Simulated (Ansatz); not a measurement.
# Br on Mo(110): change of the work function

Aim: the work function of Mo(110) at several coverages of Br (hollow site), and the dipole that each adsorbate carries.

Main program and level: Ansatz 0.2.0; plane-wave DFT, PBE, Ansatz PAW.

This is a report of a sequence of runs, with most program output left out.

## Step 1: The structure

The cell holds 4 atoms: 4 Mo. Cell: a = 2.728 Å, b = 2.728 Å, c = 24.682 Å, α = 90.0°, β = 90.0°, γ = 70.5°. Vacuum lies along c.

## Step 2: The clean slab

The bare slab comes first, as the zero from which every change is counted. The two lowest layers are held at bulk places and the upper ones relax. The dipole correction removes the false field that a one-sided slab makes across the periodic vacuum, so each face gets a flat vacuum level of its own.

input.yaml

```yaml
crystal:
  lattice:
    - [2.2273863607, -1.575, 0.0]
    - [2.2273863607, 1.575, 0.0]
    - [0.0, 0.0, 24.6821590822]
  atoms:
    - { symbol: Mo, position: [0.0, 0.0, 0.3646358477] }
    - { symbol: Mo, position: [0.5, 0.5, 0.4548786159] }
    - { symbol: Mo, position: [0.0, 0.0, 0.5451213841] }
    - { symbol: Mo, position: [0.5, 0.5, 0.6353641523] }
kpoints:
  mp_grid: { grid: [12, 12, 1] }
hamiltonian:
  xc: pbe
scf:
  occupations: { method: fermi_dirac, width: 0.1 }
  convergence: { dr2_threshold: 1.0e-08 }
efield:
  axis: 3
  dipole_correction: true
  ramp_position: 0.97
  ramp_width: 0.06
relax:
  f_tol: 0.02
  max_steps: 60
  constraints: [{ sites: [0, 1] }]
output:
  write_potential: true
  write_density: true
  volumetric_format: npy
```

Command:

```
ansatz run input.yaml --threads 4 --pin off --max-ram 6144MiB --backend cpu --events-out ev --progress --plain --runs-dir out
```

It took 23 s on 4 threads of Arm Neoverse V2, shared host; peak memory 0.55 GiB.

Step by step:

```csv
step,energy less that of the first step (eV),largest force component (eV/Å)
1,0.0000,0.6071
2,0.0156,0.8030
3,-0.0210,0.1718
4,-0.0224,0.0062
```

Relaxation step 2 was tried and not accepted.

Forces are held to the 4 operations that the run works with; a distortion that breaks them can't arise in this run.

The atoms that moved most (Å):

```csv
atom,dx,dy,dz,length
Mo4,0.000,0.000,-0.059,0.059
Mo3,0.000,0.000,0.022,0.022
```

This step gave:

- energy at zero smearing: -19821.6053 eV
- work function, upper face: 4.598 eV
- work function, lower face: 4.696 eV
- dipole along the normal: 0.003789 e·Å
- step between the vacuum levels: -0.09771 eV

Running mean over 2.227 Å of the planar mean; the ramp of the sawtooth is left out. The electron's electrostatic potential energy less the Fermi level by z:

```csv
z (Å),electron's electrostatic potential energy less the Fermi level (eV)
3.5,4.70
4.0,4.69
4.5,4.69
5.0,4.68
5.5,4.65
6.0,4.55
6.5,4.23
7.0,3.21
7.5,-0.134
8.0,-5.98
8.5,-10.8
9.0,-12.4
9.5,-12.6
10.0,-12.7
10.5,-12.8
11.0,-12.9
11.5,-12.9
12.0,-12.7
12.5,-12.7
13.0,-12.8
13.5,-13.0
14.0,-13.4
14.5,-13.7
15.0,-13.3
15.5,-12.7
16.0,-11.5
16.5,-7.48
17.0,-1.49
17.5,2.59
18.0,3.99
18.5,4.41
19.0,4.54
19.5,4.58
20.0,4.59
20.5,4.60
21.0,4.60
21.5,4.60
```

The relaxation took 4 steps and lowered the energy by 0.022 eV; the largest force on the free atoms ends at 0.0062 eV/Å.

The work function of the upper face is 4.60 eV.

## Step 3: The covered slab, k-mesh 6×6×1, coverage 0.25 ML

System of this step: Br/Mo(110). The cell holds 17 atoms: 16 Mo and 1 Br. Its edges and angles: a = 5.456 Å, b = 5.456 Å, c = 27.004 Å, α = 90.0°, β = 90.0°, γ = 70.5°. Vacuum lies along c.

The clean slab as it ended is repeated in the plane and the adsorbate is set on one face; the cell's size fixes the coverage, and the k-mesh shrinks with it to keep the sampling density about even. Adsorbate and upper layers relax, since the dipole depends on the height.

input.yaml

```yaml
crystal:
  lattice:
    - [4.4547727214, -3.15, 0.0]
    - [4.4547727214, 3.15, 0.0]
    - [0.0, 0.0, 27.0044874823]
  atoms:
    - { symbol: Mo, position: [0.0, 0.0, 0.3332779415] }
    - { symbol: Mo, position: [0.25, 0.25, 0.4157600239] }
    - { symbol: Mo, position: [0.0, 0.0, 0.4990654286] }
    - { symbol: Mo, position: [0.25, 0.25, 0.5785393208] }
    - { symbol: Mo, position: [0.0, 0.5, 0.3332779415] }
    - { symbol: Mo, position: [0.25, 0.75, 0.4157600239] }
    - { symbol: Mo, position: [0.0, 0.5, 0.4990654286] }
    - { symbol: Mo, position: [0.25, 0.75, 0.5785393208] }
    - { symbol: Mo, position: [0.5, 0.0, 0.3332779415] }
    - { symbol: Mo, position: [0.75, 0.25, 0.4157600239] }
    - { symbol: Mo, position: [0.5, 0.0, 0.4990654286] }
    - { symbol: Mo, position: [0.75, 0.25, 0.5785393208] }
    - { symbol: Mo, position: [0.5, 0.5, 0.3332779415] }
    - { symbol: Mo, position: [0.75, 0.75, 0.4157600239] }
    - { symbol: Mo, position: [0.5, 0.5, 0.4990654286] }
    - { symbol: Mo, position: [0.75, 0.75, 0.5785393208] }
    - { symbol: Br, position: [0.42, 0.42, 0.6667220585] }
kpoints:
  mp_grid: { grid: [6, 6, 1] }
hamiltonian:
  xc: pbe
scf:
  occupations: { method: fermi_dirac, width: 0.1 }
  convergence: { dr2_threshold: 1.0e-08 }
efield:
  axis: 3
  dipole_correction: true
  ramp_position: 0.97
  ramp_width: 0.06
relax:
  f_tol: 0.02
  max_steps: 60
  constraints: [{ sites: [0, 1, 4, 5, 8, 9, 12, 13] }]
output:
  dos: { projected: true, e_range: [-8, 4] }
  write_potential: true
  write_density: true
  volumetric_format: npy
  elf: true
```

Elapsed: 4 min, on 4 threads; peak memory 2.9 GiB.

This run has no spin polarisation although its electron count is odd.

Relaxation path:

```csv
step,energy less that of the first step (eV),largest force component (eV/Å)
1,0.0000,1.1346
2,-0.1655,0.4301
3,-0.2103,0.2467
4,-0.2154,0.1743
5,-0.2190,0.0572
6,-0.2195,0.0155
```

Forces are held to the 2 operations that the run works with; a distortion that breaks them can't arise in this run.

The atoms that moved most (Å):

| atom | dx | dy | dz | length |
| --- | --- | --- | --- | --- |
| Br17 | 0.013 | 0.000 | -0.233 | 0.234 |
| Mo4 | -0.098 | 0.000 | 0.055 | 0.113 |
| Mo16 | 0.061 | 0.000 | -0.038 | 0.072 |
| Mo12 | 0.030 | 0.017 | 0.030 | 0.046 |
| Mo8 | 0.030 | -0.017 | 0.030 | 0.046 |
| Mo3 | 0.020 | 0.000 | -0.039 | 0.044 |
| Mo11 | 0.003 | 0.005 | 0.016 | 0.017 |
| Mo7 | 0.003 | -0.005 | 0.016 | 0.017 |

Final coordinates:

```xyz
17
Lattice="4.4548 -3.1500 0.0000 4.4548 3.1500 0.0000 0.0000 0.0000 27.0045" Properties=species:S:1:pos:R:3
Mo    0.0000    0.0000    9.0000
Mo    2.2274    0.0000   11.2274
Mo    0.0200    0.0000   13.4378
Mo    2.1293    0.0000   15.6785
Mo    2.2274    1.5750    9.0000
Mo    4.4548    1.5750   11.2274
Mo    2.2299    1.5703   13.4929
Mo    4.4850    1.5580   15.6532
Mo    2.2274   -1.5750    9.0000
Mo    4.4548   -1.5750   11.2274
Mo    2.2299   -1.5703   13.4929
Mo    4.4850   -1.5580   15.6532
Mo    4.4548    0.0000    9.0000
Mo    6.6822    0.0000   11.2274
Mo    4.4496    0.0000   13.4732
Mo    6.7436    0.0000   15.5853
Br    3.7549    0.0000   17.7712
```

This step gave:

```yaml
energy_at_zero_smearing: -82072.0842 eV
work_function_upper_face: 4.269 eV
work_function_lower_face: 4.653 eV
dipole_along_the_normal: 0.05952 e·Å
step_between_the_vacuum_levels: -0.3837 eV
```

Running mean over 2.227 Å of the planar mean; the ramp of the sawtooth is left out. The electron's electrostatic potential energy less the Fermi level by z:

```
z (Å)  electron's electrostatic potential energy less the Fermi level (eV)
  3.5                                                                 4.65
  4.0                                                                 4.65
  4.5                                                                 4.65
  5.0                                                                 4.64
  5.5                                                                 4.61
  6.0                                                                 4.51
  6.5                                                                 4.19
  7.0                                                                 3.17
  7.5                                                               -0.156
  8.0                                                                -6.00
  8.5                                                                -10.8
  9.0                                                                -12.4
  9.5                                                                -12.6
 10.0                                                                -12.7
 10.5                                                                -12.8
 11.0                                                                -12.9
 11.5                                                                -12.9
 12.0                                                                -12.7
 12.5                                                                -12.7
 13.0                                                                -12.8
 13.5                                                                -12.9
 14.0                                                                -13.2
 14.5                                                                -13.4
 15.0                                                                -13.2
 15.5                                                                -12.8
 16.0                                                                -12.0
 16.5                                                                -9.10
 17.0                                                                -4.45
 17.5                                                               -0.949
 18.0                                                                0.458
 18.5                                                                 1.43
 19.0                                                                 2.80
 19.5                                                                 3.87
 20.0                                                                 4.19
 20.5                                                                 4.25
 21.0                                                                 4.27
 21.5                                                                 4.27
 22.0                                                                 4.27
 22.5                                                                 4.27
 23.0                                                                 4.27
 23.5                                                                 4.27
```

The density of states has structure finer than the step of the table below, so its rows give means over 0.25 eV, whole bins alone (the curve runs from -8 to 1.38 eV). Peaks (eV: height): -3.700: 27.0, -3.190: 34.2, -2.920: 29.7, -2.740: 32.8, -2.530: 27.2, -2.020: 26.9, 1.110: 26.5.

Table of density of states by energy, zero at the Fermi level; means over each step:

```csv
energy (eV),density of states (states/eV a cell)
-7.00,0
-6.75,0.381
-6.50,0.981
-6.25,1.07
-6.00,1.88
-5.75,4.47
-5.50,3.98
-5.25,5.21
-5.00,14.5
-4.75,17.5
-4.50,17.9
-4.25,18.0
-4.00,17.6
-3.75,24.4
-3.50,19.6
-3.25,22.3
-3.00,23.5
-2.75,24.2
-2.50,18.9
-2.25,22.0
-2.00,20.7
-1.75,23.0
-1.50,22.4
-1.25,18.1
-1.00,14.9
-0.75,13.2
-0.50,13.4
-0.25,12.6
0.00,13.9
0.25,16.4
0.50,19.6
0.75,21.2
1.00,23.9
1.25,23.3
```

Projected DOS per atom over height of the atomic layer and energy from the Fermi level. Layers: Mo4 Mo4 Mo4 Mo4 Br from below.

Values in states/eV, 22 rows by 5 columns, each cell a mean:
```
1.38 1.58 1.46 1.38 0.22
1.40 1.21 1.17 1.26 0.16
1.38 0.88 0.77 1.12 0.13
1.08 0.54 0.50 1.02 0.16
1.21 0.48 0.46 0.97 0.16
1.26 0.57 0.56 1.16 0.18
1.76 0.92 0.89 1.41 0.18
1.53 1.17 1.19 1.44 0.20
1.39 1.17 1.18 1.35 0.30
1.45 1.45 1.37 1.24 0.25
1.07 1.74 1.83 1.11 0.45
1.16 1.24 1.29 1.23 0.76
1.11 1.41 1.29 0.97 0.56
0.63 1.58 1.47 0.59 1.12
0.35 1.05 1.16 0.70 3.47
0.10 0.31 0.40 0.41 2.07
0.05 0.14 0.13 0.28 2.10
0.02 0.09 0.10 0.09 0.38
0.02 0.07 0.09 0.04 0.07
0.00 0.00 0.00 0.00 0.00
0.00 0.00 0.00 0.00 0.00
0.00 0.00 0.00 0.00 0.00
```
Columns: height of the atomic layer (Å) from 9 to 17.8; rows upwards: energy from the Fermi level (eV) from -7.96 to 1.34.

Valence density in the ca plane at fractional y = 0.000, with atoms of Mo within 0.2 Å of it. It is the smooth field of the valence electrons, not physical close to the nuclei.

Ten steps, logarithmic in the rise over the least value, from '0' (0.0 e/Å³) to '9' (6.5 e/Å³), each cell a mean:
```
99974333334699974333322100000000000000000000
78754333333578754333332100000000000000000000
55543334333345543334332100000000000000000000
44433334333334433334432100000000000000000000
55543333333345543334332100000000000000000000
78754333333478864333322100000000000000000000
99974333334699985333322100000000000000000000
99974333334699985333322100000000000000000000
89864333333589974333332100000000000000000000
67643333333457654334432100000000000000000000
44433334333344433344432100000000000000000000
44433334333344433344432100000000000000000000
67643333333467653334332100000000000000000000
89864333334689974333332100000000000000000000
99974333334799985333322100000000000000000000
```
Columns run along c (16.0 Å, from fractional 0.32 to 0.92 of the cell), rows up along a (5.5 Å). Atoms in or near the plane, at fractional coordinates: Mo at (0.33, 0.00), Mo at (0.50, 0.00), Mo at (0.33, 0.50), Mo at (0.50, 0.50).

Electrostatic potential energy in the ca plane at fractional y = 0.000, with atoms of Mo within 0.2 Å of it. With pseudopotentials it is smooth inside the atoms' cores, unlike the true potential.

Ten even steps from '0' (-68 eV) to '9' (9 eV), each cell a mean:
```
00048999998510047999999999999999999999999999
42478999999743468999999999999999999999999999
77789998999987789999999999999999999999999999
88999998999998899998999999999999999999999999
77789998999987789998999999999999999999999999
42478999999752368999999999999999999999999999
00048999998610037999999999999999999999999999
00038999998500027999999999999999999999999999
20258999999730148999999999999999999999999999
65689999999875578998999999999999999999999999
88899998999988899998899999999999999999999999
88899998999988899998899999999999999999999999
65689999999865579999999999999999999999999999
20258999998620158999999999999999999999999999
00038999998500037999999999999999999999999999
```
Columns run along c (16.0 Å, from fractional 0.32 to 0.92 of the cell; values clipped at the 3rd and 97th percentile), rows up along a (5.5 Å). Atoms in or near the plane, at fractional coordinates: Mo at (0.33, 0.00), Mo at (0.50, 0.00), Mo at (0.33, 0.50), Mo at (0.50, 0.50).

ELF in the ca plane at fractional y = 0.000, with atoms of Mo within 0.2 Å of it. It is the smooth field of the valence electrons, not physical close to the nuclei.

Ten even steps from '0' (0.00) to '9' (0.72), each cell a mean:
```
98973554553698973454556532000000000000000000
89843543454379843544455531000000000000000000
45435543455334334544455421000000000000000000
44345544456543345544555320000000000000000000
45435543455334434544454310000000000000000000
89843543454379853443444210000000000000000000
97973554553598984454454210000000000000000000
95874554553695794454554310000000000000000000
99953543453489973444455310000000000000000000
67534543454347633544455420000000000000000000
44345544456544345644455421000000000000000000
44345544456434346644455531000000000000000000
67534543454357634554455532000000000000000000
99963543453599963554456542000000000000000000
95874554553795884455566542000000000000000000
```
Columns run along c (16.0 Å, from fractional 0.32 to 0.92 of the cell), rows up along a (5.5 Å). Atoms in or near the plane, at fractional coordinates: Mo at (0.33, 0.00), Mo at (0.50, 0.00), Mo at (0.33, 0.50), Mo at (0.50, 0.50).

The relaxation took 6 steps and lowered the energy by 0.22 eV; the largest force on the free atoms ends at 0.015 eV/Å.

By hand: a sheet of dipoles makes a step −p/(ε₀A) in the electron's potential. With e/ε₀ = 180.95 V·Å, p = 0.05952 e·Å and A = 28.07 Å², that is −180.95 × (0.05952) / 28.07 = -0.384 eV, and the two vacuum levels of the run differ by -0.384 eV.

The covered face has 4.27 eV, -0.33 eV against the clean one; the bare back face has moved by -0.04 eV, a measure of how thin the slab is.

## Step 4: The covered slab, k-mesh 12×12×1, coverage 1 ML

System of this step: Br/Mo(110). The cell holds 5 atoms: 4 Mo and 1 Br. Its edges and angles: a = 2.728 Å, b = 2.728 Å, c = 27.004 Å, α = 90.0°, β = 90.0°, γ = 70.5°. Vacuum lies along c.

Another coverage, to see how the dipoles act on each other as their distance changes.

input.yaml, the sections that differ from step 3:

```yaml
crystal:
  lattice:
    - [2.2273863607, -1.575, 0.0]
    - [2.2273863607, 1.575, 0.0]
    - [0.0, 0.0, 27.0044874823]
  atoms:
    - { symbol: Mo, position: [0.0, 0.0, 0.3332779415] }
    - { symbol: Mo, position: [0.5, 0.5, 0.4157600239] }
    - { symbol: Mo, position: [0.0, 0.0, 0.4990654286] }
    - { symbol: Mo, position: [0.5, 0.5, 0.5785393208] }
    - { symbol: Br, position: [0.84, 0.84, 0.6667220585] }
kpoints:
  mp_grid: { grid: [12, 12, 1] }
relax:
  f_tol: 0.02
  max_steps: 60
  constraints: [{ sites: [0, 1] }]
output:
  write_potential: true
  write_density: true
  volumetric_format: npy
# hamiltonian, scf, efield: as in step 3
```

Elapsed: 44 s, on 4 threads; peak memory 0.62 GiB; 2.9 min of CPU time.

Step by step:

```
step  energy less that of the first step (eV)  largest force component (eV/Å)
   1                                   0.0000                          0.5121
   2                                  -0.0230                          0.5378
   3                                  -0.0562                          0.1437
   4                                  -0.0769                          0.2505
   5                                  -0.0862                          0.0716
   6                                  -0.0868                          0.0040
```

Forces are held to the 2 operations that the run works with; a distortion that breaks them can't arise in this run.

The atoms that moved most (Å):

```csv
atom,dx,dy,dz,length
Br5,0.030,0.000,-0.232,0.234
Mo4,0.037,0.000,0.041,0.055
Mo3,0.007,0.000,-0.010,0.012
```

Final coordinates:

```xyz
5
Lattice="2.2274 -1.5750 0.0000 2.2274 1.5750 0.0000 0.0000 0.0000 27.0045" Properties=species:S:1:pos:R:3
Mo    0.0000    0.0000    9.0000
Mo    2.2274    0.0000   11.2274
Mo    0.0070    0.0000   13.4671
Mo    2.2640    0.0000   15.6642
Br    3.7718    0.0000   17.7720
```

This step gave:

- energy at zero smearing: -22604.7873 eV
- work function, upper face: 3.638 eV
- work function, lower face: 4.608 eV
- dipole along the normal: 0.03762 e·Å
- step between the vacuum levels: -0.9702 eV

Running mean over 2.227 Å of the planar mean; the ramp of the sawtooth is left out. Electron's electrostatic potential energy less the Fermi level against z:

| z (Å) | electron's electrostatic potential energy less the Fermi level (eV) |
| --- | --- |
| 3.5 | 4.61 |
| 4.0 | 4.61 |
| 4.5 | 4.60 |
| 5.0 | 4.60 |
| 5.5 | 4.57 |
| 6.0 | 4.47 |
| 6.5 | 4.16 |
| 7.0 | 3.13 |
| 7.5 | -0.178 |
| 8.0 | -6.02 |
| 8.5 | -10.8 |
| 9.0 | -12.4 |
| 9.5 | -12.6 |
| 10.0 | -12.7 |
| 10.5 | -12.8 |
| 11.0 | -12.8 |
| 11.5 | -12.8 |
| 12.0 | -12.8 |
| 12.5 | -12.7 |
| 13.0 | -12.8 |
| 13.5 | -12.8 |
| 14.0 | -13.0 |
| 14.5 | -13.1 |
| 15.0 | -13.1 |
| 15.5 | -13.1 |
| 16.0 | -13.3 |
| 16.5 | -13.5 |
| 17.0 | -12.8 |
| 17.5 | -11.2 |
| 18.0 | -9.90 |
| 18.5 | -7.22 |
| 19.0 | -2.12 |
| 19.5 | 2.06 |
| 20.0 | 3.32 |
| 20.5 | 3.57 |
| 21.0 | 3.62 |
| 21.5 | 3.63 |
| 22.0 | 3.64 |
| 22.5 | 3.64 |
| 23.0 | 3.64 |
| 23.5 | 3.64 |

The relaxation took 6 steps and lowered the energy by 0.087 eV; the largest force on the free atoms ends at 0.0040 eV/Å.

The covered face has 3.64 eV, -0.96 eV against the clean one; the bare back face has moved by -0.09 eV, a measure of how thin the slab is.

## Step 5: Work function against coverage

This step: plane-wave DFT, PBE, Ansatz PAW; work function against coverage (Ansatz 0.2.0).

The runs are now put side by side.

This step gave:

| Property | Result |
| --- | --- |
| work function of the clean face | 4.598 eV |
| largest change of the work function | -0.9600 eV |

Work function of the covered face against coverage:

| coverage (adsorbates/nm²) | work function of the covered face (eV) |
| --- | --- |
| 0.00 | 4.60 |
| 3.56 | 4.27 |
| 14.25 | 3.64 |

The dipole per adsorbate comes from the change of the cell's dipole. Coverage, by row:

```csv
coverage (1/nm²),coverage (ML),work function (eV),change (eV),"dipole per adsorbate, positive end outwards (debye)",mean height of the added atoms over the highest substrate atom (Å)
3.563,0.25,4.269,-0.329,0.213,2.093
14.25,1,3.638,-0.96,0.162,2.108
```

## Step 6: Results

- work function of the clean face: 4.60 eV
- work function at 0.25 ML: 4.27 eV
- work function at 1 ML: 3.64 eV
- dipole per adsorbate at 0.25 ML, positive end outwards: 0.21 D

Br lowers the work function of Mo(110) at the lowest coverage, by 0.33 eV: the adsorbate layer has its positive end outwards. An electronegative adsorbate that lowers the work function shows that charge transfer alone doesn't fix the sign: the pushed-back electron tail of the metal and the adsorbate's own polarisation count too. At the highest coverage the adsorbates are pressed to about 2.7 Å, closer than unbonded atoms of this kind usually come, so a real layer may not reach it. The slab has 4 layers, at the tabulated experimental lattice constant, one starting site was run, and quantum-size effects of a slab this thin can reach one or two tenths of an eV.

[Logs are printed without paths, hosts, clocks, repeated set-up lines and the standing remarks that a program may print on its own settings, such as how far it seeks lower states.]

[Hosts, paths, dates, database ids (printed as entryN), source tags and the programs' standing remarks are cut or masked in the printed files.]

[Maps of the electrostatic potential energy from Ansatz leave out the sawtooth potential of an applied field or a dipole correction, so their vacuum need not be flat; planar profiles and work functions include it.]
